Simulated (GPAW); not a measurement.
**Work function of a 8-layer slab of Ba(100) at several levels**

How far do functional and basis move the work function of a 8-layer slab of Ba(100)?

Method: GPAW, PAW setups; slab in vacuum, relaxation, in the first sound run; inputs show where later runs differ, in GPAW 26.7.0.

**1. The structure**

The cell holds 8 atoms: 8 Ba. Its edges and angles: a = 5.020 Å, b = 5.020 Å, c = 35.570 Å, α = 90.0°, β = 90.0°, γ = 90.0°. Vacuum lies along c.

Structure file:

```cif
data_structure
_symmetry_space_group_name_H-M 'P 1'
_symmetry_Int_Tables_number 1
_cell_length_a 5.0200
_cell_length_b 5.0200
_cell_length_c 35.5700
_cell_angle_alpha 90.000
_cell_angle_beta 90.000
_cell_angle_gamma 90.000
_cell_volume 896.38
loop_
_atom_site_label
_atom_site_type_symbol
_atom_site_fract_x
_atom_site_fract_y
_atom_site_fract_z
_atom_site_occupancy
Ba1 Ba 0.50000 0.50000 0.25302 1
Ba2 Ba 0.00000 0.00000 0.32359 1
Ba3 Ba 0.50000 0.50000 0.39415 1
Ba4 Ba 0.00000 0.00000 0.46472 1
Ba5 Ba 0.50000 0.50000 0.53528 1
Ba6 Ba 0.00000 0.00000 0.60585 1
Ba7 Ba 0.50000 0.50000 0.67641 1
Ba8 Ba 0.00000 0.00000 0.74698 1
```

**2. Relaxing the atoms**

Forces are removed first; all later runs use this geometry. The lowest 4 atoms are held at bulk positions and keep their forces.

Contents of run.py:

```python
import json
import numpy as np
from ase import Atoms
from ase.constraints import FixAtoms
from ase.optimize import BFGS
from gpaw import GPAW, PW

slab = Atoms(
    ['Ba', 'Ba', 'Ba', 'Ba', 'Ba', 'Ba', 'Ba', 'Ba'],
    positions=[
        [2.51000, 2.51000, 9.00000],
        [0.00000, 0.00000, 11.51000],
        [2.51000, 2.51000, 14.02000],
        [0.00000, 0.00000, 16.53000],
        [2.51000, 2.51000, 19.04000],
        [0.00000, 0.00000, 21.55000],
        [2.51000, 2.51000, 24.06000],
        [0.00000, 0.00000, 26.57000]],
    cell=[[5.02, 0.0, 0.0], [0.0, 5.02, 0.0], [0.0, 0.0, 35.57]],
    pbc=[True, True, False])

slab.calc = GPAW(mode=PW(400), xc='PBE', kpts={'size': (6, 6, 1), 'gamma': True},
                 occupations={'name': 'fermi-dirac', 'width': 0.1}, nbands='160%',
                 convergence={'density': 1e-05}, maxiter=200,
                 poissonsolver={'dipolelayer': 'xy'},
                 symmetry={'tolerance': 1e-3, 'extra_ids': [1, 1, 1, 1, 0, 0, 0, 0]}, txt='slab.txt')
result = {}
slab.set_constraint(FixAtoms([0, 1, 2, 3]))
path = []
opt = BFGS(slab, maxstep=0.2)
opt.attach(lambda: path.append((slab.get_potential_energy(), slab.positions.tolist(), slab.get_forces().tolist())))
result['relaxed'] = bool(opt.run(fmax=0.03, steps=40))
result['path'] = path
energy = slab.get_potential_energy()
fermi = slab.calc.get_fermi_level()
v = slab.calc.get_electrostatic_potential().mean((0, 1)) - fermi
n = slab.calc.get_pseudo_density().mean((0, 1))
L = slab.cell[2, 2]
z = np.arange(len(v)) * L / len(v)
low, high = slab.positions[:, 2].min(), slab.positions[:, 2].max()
below, above = np.interp([low - 6.8, high + 6.8], z, v)
slopes = [np.interp(x, z, np.gradient(v, z)) for x in (low - 6.8, high + 6.8)]
eps = np.array([[slab.calc.get_eigenvalues(k, s) for k in range(len(slab.calc.get_ibz_k_points()))]
                for s in range(slab.calc.get_number_of_spins())]) - fermi
top, bottom = eps[eps < 0].max(), eps[eps > 0].min()
dipole = slab.get_dipole_moment()[2]
print(f'energy {energy:.4f} eV, Fermi level {fermi:.4f} eV, dipole {dipole:.5f} e A')
print(f'potential 6.8 A off the faces, from the Fermi level: lower {below:.4f} eV, upper {above:.4f} eV')
print(f'slope of the potential there: lower {slopes[0]:.5f}, upper {slopes[1]:.5f} eV/A')
print(f'nearest levels on the mesh: {top:.4f} and {bottom:.4f} eV')
print('magnetic moment', round(slab.get_magnetic_moment(), 3))
result.update(energy=energy, fermi=fermi, dipole=dipole, below=below, above=above, slopes=slopes, edges=[top, bottom],
              z=z.tolist(), v=v.tolist(), n=n.tolist(), positions=slab.positions.tolist(),
              forces=slab.get_forces(apply_constraint=False).tolist(), moments=slab.get_magnetic_moments().tolist())
json.dump(result, open('result.json', 'w'))
```

Run with:

```bash
OMP_NUM_THREADS=1 OPENBLAS_NUM_THREADS=1 python run.py
```

The program printed:

```text
Step          Energy          fmax
BFGS:    0      -14.107667        0.116254
BFGS:    1      -14.108004        0.113519
BFGS:    2      -14.113445        0.019993
energy -13.9020 eV, Fermi level 1.8701 eV, dipole 0.00061 e A
potential 6.8 A off the faces, from the Fermi level: lower 2.3609 eV, upper 2.3566 eV
slope of the potential there: lower -0.00024, upper 0.00025 eV/A
nearest levels on the mesh: -0.0284 and 0.0444 eV
magnetic moment 0.0
```

Elapsed: 23 min, on 1 thread of Arm Neoverse V2, shared host; peak memory 0.55 GiB.

Step by step:

```tsv
step	energy less that of the first step (eV)	largest force (eV/Å)
1	0.0000	0.1163
2	-0.0003	0.1135
3	-0.0059	0.0200
```

The atoms that moved most (Å):

```tsv
atom	dx	dy	dz	length
Ba7	0.000	0.000	-0.056	0.056
Ba8	0.000	0.000	0.036	0.036
Ba6	0.000	0.000	0.032	0.032
Ba5	0.000	0.000	-0.007	0.007
```

Final coordinates:

```
Ba
1.0
     5.02000    0.00000    0.00000
     0.00000    5.02000    0.00000
     0.00000    0.00000   35.57000
Ba
8
Direct
  0.50000 0.50000 0.25302
  0.00000 0.00000 0.32359
  0.50000 0.50000 0.39415
  0.00000 0.00000 0.46472
  0.50000 0.50000 0.53509
  0.00000 0.00000 0.60673
  0.50000 0.50000 0.67484
  0.00000 0.00000 0.74798
```

This step gave:

```
dipole along the normal                    : 6.09e-4 e·Å
levels nearest the Fermi level on the mesh : -0.02842, 0.04444 eV from the Fermi level
upper work function                        : 2.357 eV
lower work function                        : 2.361 eV
```

The electrostatic potential energy of an electron (without an applied field's), less the Fermi level, planar mean oscillates, so the rows of the table below give means over windows of 2.54 Å about each position, cut where the curve ends. Its maxima inside the range that stand out by 2 % of the span (Å: eV): 10.3: -0.645, 12.8: -0.585, 15.4: -0.617, 17.8: -0.619, 20.3: -0.435, 22.8: -0.907, 25.3: -0.330. Its minima: 9.0: -12.2, 11.5: -11.7, 14.0: -11.8, 16.5: -11.9, 19.1: -11.8, 21.6: -11.9, 24.0: -11.7, 26.6: -12.2.

Electrostatic potential energy of an electron (without an applied field's), less the Fermi level, planar mean against z; means over each step:

```tsv
z (Å)	electrostatic potential energy of an electron (without an applied field's), less the Fermi level, planar mean (eV)
1.27	2.36
3.81	2.36
6.35	1.99
8.89	-4.98
11.43	-4.89
13.97	-4.96
16.51	-4.96
19.05	-4.94
21.59	-5.00
24.13	-4.86
26.67	-4.99
29.21	1.95
31.75	2.35
34.29	2.36
```

The pseudo valence density, planar mean oscillates, so the rows of the table below give means over windows of 1 Å about each position, cut where the curve ends. Its first 14 maxima inside the range that stand out by 2 % of the span (Å: e/Å³): 8.7: 0.210, 9.3: 0.214, 11.2: 0.215, 11.9: 0.220, 13.6: 0.216, 14.4: 0.220, 16.1: 0.219, 16.9: 0.220, 18.6: 0.220, 19.5: 0.218, 21.2: 0.220, 22.0: 0.219, 23.7: 0.215, 24.3: 0.220. Its first 14 minima: 8.9: 0.181, 10.2: 0.0751, 11.4: 0.185, 12.7: 0.0727, 14.0: 0.182, 15.2: 0.0724, 16.5: 0.181, 17.8: 0.0727, 19.1: 0.180, 20.3: 0.0690, 21.6: 0.181, 22.9: 0.0817, 23.9: 0.185, 25.4: 0.0678.

Pseudo valence density, planar mean against z; means over each step:

z (Å), pseudo valence density, planar mean (e/Å³) and a bar:
```
        3      0.000 
        4      0.000 
        5      0.000 
        6      0.002 
        7      0.009 #
        8      0.090 #############
        9      0.197 #############################
       10      0.117 #################
       11      0.178 ##########################
       12      0.179 ##########################
       13      0.115 #################
       14      0.202 ##############################
       15      0.120 ##################
       16      0.174 ##########################
       17      0.180 ##########################
       18      0.115 #################
       19      0.202 ##############################
       20      0.119 ##################
       21      0.169 #########################
       22      0.185 ###########################
       23      0.123 ##################
       24      0.204 ##############################
       25      0.115 #################
       26      0.162 ########################
       27      0.177 ##########################
       28      0.035 #####
       29      0.005 #
       30      0.001 
       31      0.000 
       32      0.000 
       33      0.000
```

The relaxation lowered the energy of the cell by 0.00590 eV (energies extrapolated to zero smearing; the optimiser's log prints free energies). The largest force left on a free atom is 0.020 eV/Å.

**3. Plane waves, PBE**

The work function is the vacuum plateau of the electrostatic potential less the Fermi level; a dipole layer lets the two faces have plateaus of their own.

This step: GPAW, PAW setups; slab in vacuum (GPAW 26.7.0).

run.py: that of step 2 with these lines changed.

```diff
@@ -3,4 +3,2 @@
 from ase import Atoms
-from ase.constraints import FixAtoms
-from ase.optimize import BFGS
 from gpaw import GPAW, PW
@@ -14,6 +12,6 @@
         [0.00000, 0.00000, 16.53000],
-        [2.51000, 2.51000, 19.04000],
-        [0.00000, 0.00000, 21.55000],
-        [2.51000, 2.51000, 24.06000],
-        [0.00000, 0.00000, 26.57000]],
+        [2.51000, 2.51000, 19.03308],
+        [0.00000, -0.00000, 21.58152],
+        [2.51000, 2.51000, 24.00419],
+        [-0.00000, 0.00000, 26.60580]],
     cell=[[5.02, 0.0, 0.0], [0.0, 5.02, 0.0], [0.0, 0.0, 35.57]],
@@ -25,10 +23,4 @@
                  poissonsolver={'dipolelayer': 'xy'},
-                 symmetry={'tolerance': 1e-3, 'extra_ids': [1, 1, 1, 1, 0, 0, 0, 0]}, txt='slab.txt')
+                 symmetry={'tolerance': 1e-3}, txt='slab.txt')
 result = {}
-slab.set_constraint(FixAtoms([0, 1, 2, 3]))
-path = []
-opt = BFGS(slab, maxstep=0.2)
-opt.attach(lambda: path.append((slab.get_potential_energy(), slab.positions.tolist(), slab.get_forces().tolist())))
-result['relaxed'] = bool(opt.run(fmax=0.03, steps=40))
-result['path'] = path
 energy = slab.get_potential_energy()
```

The program printed:

```text
energy -13.9020 eV, Fermi level 1.8702 eV, dipole 0.00059 e A
potential 6.8 A off the faces, from the Fermi level: lower 2.3608 eV, upper 2.3566 eV
slope of the potential there: lower -0.00024, upper 0.00025 eV/A
nearest levels on the mesh: -0.0284 and 0.0444 eV
magnetic moment 0.0
```

Wall time 12 min (1 thread); peak memory 0.54 GiB.

Numbers from this step:

- dipole along the normal: 5.93e-4 e·Å
- levels nearest the Fermi level on the mesh: -0.02842, 0.04445 eV from the Fermi level

The electrostatic potential energy of an electron (without an applied field's), less the Fermi level, planar mean oscillates, so the rows of the table below give means over windows of 2.54 Å about each position, cut where the curve ends. Its maxima inside the range that stand out by 2 % of the span (Å: eV): 10.3: -0.645, 12.8: -0.585, 15.4: -0.617, 17.8: -0.619, 20.3: -0.435, 22.8: -0.907, 25.3: -0.330. Its minima: 9.0: -12.2, 11.5: -11.7, 14.0: -11.8, 16.5: -11.9, 19.1: -11.8, 21.6: -11.9, 24.0: -11.7, 26.6: -12.2.

Table of electrostatic potential energy of an electron (without an applied field's), less the Fermi level, planar mean by z; means over each step:

(Unchanged from step 2.)

The pseudo valence density, planar mean oscillates, so the rows of the table below give means over windows of 1 Å about each position, cut where the curve ends. Its first 14 maxima inside the range that stand out by 2 % of the span (Å: e/Å³): 8.7: 0.210, 9.3: 0.214, 11.2: 0.215, 11.9: 0.220, 13.6: 0.216, 14.4: 0.220, 16.1: 0.219, 16.9: 0.220, 18.6: 0.220, 19.5: 0.218, 21.2: 0.220, 22.0: 0.219, 23.7: 0.215, 24.3: 0.220. Its first 14 minima: 8.9: 0.181, 10.2: 0.0751, 11.4: 0.185, 12.7: 0.0727, 14.0: 0.182, 15.2: 0.0724, 16.5: 0.181, 17.8: 0.0727, 19.1: 0.180, 20.3: 0.0690, 21.6: 0.181, 22.9: 0.0817, 23.9: 0.185, 25.4: 0.0678.

Table of pseudo valence density, planar mean by z; means over each step:

```tsv
z (Å)	pseudo valence density, planar mean (e/Å³)
3	1.2e-5
4	7.0e-5
5	3.8e-4
6	0.00188
7	0.00901
8	0.0899
9	0.197
10	0.117
11	0.178
12	0.179
13	0.115
14	0.202
15	0.120
16	0.174
17	0.180
18	0.115
19	0.202
20	0.119
21	0.169
22	0.185
23	0.123
24	0.204
25	0.115
26	0.162
27	0.177
28	0.0352
29	0.00474
30	0.00104
31	2.0e-4
32	3.6e-5
33	6.1e-6
```

Force by atom:

```tsv
atom	x (eV/Å)	y (eV/Å)	z (eV/Å)	size
Ba1	0.000	0.000	-0.075	0.075
Ba2	0.000	0.000	0.117	0.117
Ba3	0.000	0.000	-0.064	0.064
Ba4	0.000	0.000	0.004	0.004
Ba5	0.000	0.000	0.020	0.020
Ba6	0.000	0.000	-0.011	0.011
Ba7	0.000	0.000	-0.003	0.003
Ba8	0.000	0.000	0.012	0.012
```

The potential is flat to 2.5e-4 eV/Å where it is read, so the vacuum is wide enough.

**4. OptPBE vdW: xc = "optPBE-vdW"**

The same geometry under optPBE-vdW, to see how far the functional moves the levels against the vacuum (the van der Waals functionals take revPBE setups).

run.py: that of step 3 with these lines changed.

```diff
@@ -19,3 +19,3 @@
 
-slab.calc = GPAW(mode=PW(400), xc='PBE', kpts={'size': (6, 6, 1), 'gamma': True},
+slab.calc = GPAW(mode=PW(400), xc='optPBE-vdW', kpts={'size': (6, 6, 1), 'gamma': True},
                  occupations={'name': 'fermi-dirac', 'width': 0.1}, nbands='160%',
```

The program printed:

```text
energy -132.4228 eV, Fermi level 1.7910 eV, dipole 0.00096 e A
potential 6.8 A off the faces, from the Fermi level: lower 2.5334 eV, upper 2.5266 eV
slope of the potential there: lower -0.00043, upper 0.00045 eV/A
nearest levels on the mesh: -0.0481 and 0.0249 eV
magnetic moment 0.0
```

The job ended after 14 min (1 thread; peak memory 1 GiB).

This step gave:

```
dipole along the normal                    : 9.62e-4 e·Å
levels nearest the Fermi level on the mesh : -0.04810, 0.02486 eV from the Fermi level
upper work function                        : 2.527 eV
lower work function                        : 2.533 eV
```

The electrostatic potential energy of an electron (without an applied field's), less the Fermi level, planar mean oscillates, so the rows of the table below give means over windows of 2.54 Å about each position, cut where the curve ends. Its maxima inside the range that stand out by 2 % of the span (Å: eV): 10.3: -0.635, 12.8: -0.563, 15.4: -0.593, 17.8: -0.594, 20.3: -0.411, 22.8: -0.886, 25.3: -0.319. Its minima: 9.0: -12.2, 11.5: -11.7, 14.0: -11.8, 16.5: -11.8, 19.1: -11.8, 21.6: -11.8, 24.0: -11.7, 26.6: -12.2.

Table of electrostatic potential energy of an electron (without an applied field's), less the Fermi level, planar mean by z; means over each step:

```tsv
z (Å)	electrostatic potential energy of an electron (without an applied field's), less the Fermi level, planar mean (eV)
1.27	2.53
3.81	2.53
6.35	2.11
8.89	-4.96
11.43	-4.87
13.97	-4.94
16.51	-4.94
19.05	-4.91
21.59	-4.98
24.13	-4.84
26.67	-4.96
29.21	2.07
31.75	2.52
34.29	2.53
```

The pseudo valence density, planar mean oscillates, so the rows of the table below give means over windows of 2 Å about each position, cut where the curve ends. Its first 14 maxima inside the range that stand out by 2 % of the span (Å: e/Å³): 8.7: 0.209, 9.3: 0.214, 11.2: 0.216, 11.9: 0.220, 13.6: 0.216, 14.4: 0.220, 16.1: 0.219, 16.9: 0.220, 18.6: 0.220, 19.5: 0.218, 21.2: 0.220, 22.0: 0.220, 23.7: 0.215, 24.3: 0.220. Its first 14 minima: 8.9: 0.181, 10.2: 0.0751, 11.4: 0.185, 12.7: 0.0726, 14.0: 0.182, 15.2: 0.0724, 16.5: 0.181, 17.8: 0.0726, 19.1: 0.180, 20.3: 0.0690, 21.6: 0.181, 22.9: 0.0817, 23.9: 0.185, 25.4: 0.0678.

Table of pseudo valence density, planar mean by z; means over each step:

```tsv
z (Å)	pseudo valence density, planar mean (e/Å³)
2	5.0e-6
4	1.3e-4
6	0.00249
8	0.0969
10	0.146
12	0.161
14	0.177
16	0.158
18	0.148
20	0.143
22	0.167
24	0.178
26	0.148
28	0.0598
30	0.00143
32	7.5e-5
34	2.5e-6
```

Force by atom:

```tsv
atom	x (eV/Å)	y (eV/Å)	z (eV/Å)	size
Ba1	0.000	0.000	-0.053	0.053
Ba2	0.000	0.000	0.128	0.128
Ba3	0.000	0.000	-0.062	0.062
Ba4	0.000	0.000	0.005	0.005
Ba5	0.000	0.000	0.019	0.019
Ba6	0.000	0.000	-0.011	0.011
Ba7	0.000	0.000	-0.018	0.018
Ba8	0.000	0.000	-0.008	0.008
```

The upper face's work function is 2.527 eV, against 2.357 eV in the first plane-wave PBE run at this geometry.

**5. Self-consistent run: xc = "RPBE"**

The same geometry under RPBE, to see how far the functional moves the levels against the vacuum.

run.py: that of step 4 with these lines changed.

```diff
@@ -19,3 +19,3 @@
 
-slab.calc = GPAW(mode=PW(400), xc='optPBE-vdW', kpts={'size': (6, 6, 1), 'gamma': True},
+slab.calc = GPAW(mode=PW(400), xc='RPBE', kpts={'size': (6, 6, 1), 'gamma': True},
                  occupations={'name': 'fermi-dirac', 'width': 0.1}, nbands='160%',
```

The program printed:

```text
energy -12.2245 eV, Fermi level 1.9764 eV, dipole 0.00040 e A
potential 6.8 A off the faces, from the Fermi level: lower 2.2563 eV, upper 2.2534 eV
slope of the potential there: lower -0.00030, upper 0.00031 eV/A
nearest levels on the mesh: -0.0311 and 0.0367 eV
magnetic moment 0.0
```

It took 12 min on 1 thread; peak memory 0.54 GiB.

This step gave:

```
dipole along the normal                    : 4.04e-4 e·Å
levels nearest the Fermi level on the mesh : -0.03114, 0.03668 eV from the Fermi level
upper work function                        : 2.253 eV
lower work function                        : 2.256 eV
```

The upper face's work function is 2.253 eV, against 2.357 eV in the first plane-wave PBE run at this geometry.

**6. Self-consistent run: xc = "revPBE"**

The same geometry under revPBE, to see how far the functional moves the levels against the vacuum.

run.py: that of step 5 with these lines changed.

```diff
@@ -19,3 +19,3 @@
 
-slab.calc = GPAW(mode=PW(400), xc='RPBE', kpts={'size': (6, 6, 1), 'gamma': True},
+slab.calc = GPAW(mode=PW(400), xc='revPBE', kpts={'size': (6, 6, 1), 'gamma': True},
                  occupations={'name': 'fermi-dirac', 'width': 0.1}, nbands='160%',
```

The program printed:

```text
energy -12.4631 eV, Fermi level 1.9581 eV, dipole 0.00035 e A
potential 6.8 A off the faces, from the Fermi level: lower 2.2594 eV, upper 2.2569 eV
slope of the potential there: lower -0.00029, upper 0.00030 eV/A
nearest levels on the mesh: -0.0305 and 0.0385 eV
magnetic moment 0.0
```

Elapsed: 14 min, on 1 thread; peak memory 0.54 GiB.

This step gave:

```yaml
dipole_along_the_normal: 3.47e-4 e·Å
levels_nearest_the_fermi_level_on_the_mesh: -0.03052, 0.03845 eV from the Fermi level
upper_work_function: 2.257 eV
lower_work_function: 2.259 eV
```

The electrostatic potential energy of an electron (without an applied field's), less the Fermi level, planar mean oscillates, so the rows of the table below give means over windows of 2.54 Å about each position, cut where the curve ends. Its maxima inside the range that stand out by 2 % of the span (Å: eV): 10.3: -0.732, 12.8: -0.677, 15.4: -0.706, 17.8: -0.710, 20.3: -0.523, 22.8: -0.999, 25.3: -0.416. Its minima: 9.0: -12.3, 11.5: -11.8, 14.0: -11.9, 16.5: -11.9, 19.1: -11.9, 21.6: -11.9, 24.0: -11.8, 26.6: -12.3.

Electrostatic potential energy of an electron (without an applied field's), less the Fermi level, planar mean against z; means over each step:

```tsv
z (Å)	electrostatic potential energy of an electron (without an applied field's), less the Fermi level, planar mean (eV)
1.27	2.26
3.81	2.25
6.35	1.89
8.89	-5.05
11.43	-4.96
13.97	-5.05
16.51	-5.05
19.05	-5.02
21.59	-5.09
24.13	-4.94
26.67	-5.06
29.21	1.86
31.75	2.25
34.29	2.26
```

The upper face's work function is 2.257 eV, against 2.357 eV in the first plane-wave PBE run at this geometry.

(Continued in part 2 of 2.)

[Logs are printed without paths, hosts, clocks, repeated set-up lines and the standing remarks that a program may print on its own settings, such as how far it seeks lower states.]

[Hosts, paths, dates, database ids (printed as entryN), source tags and the programs' standing remarks are cut or masked in the printed files.]
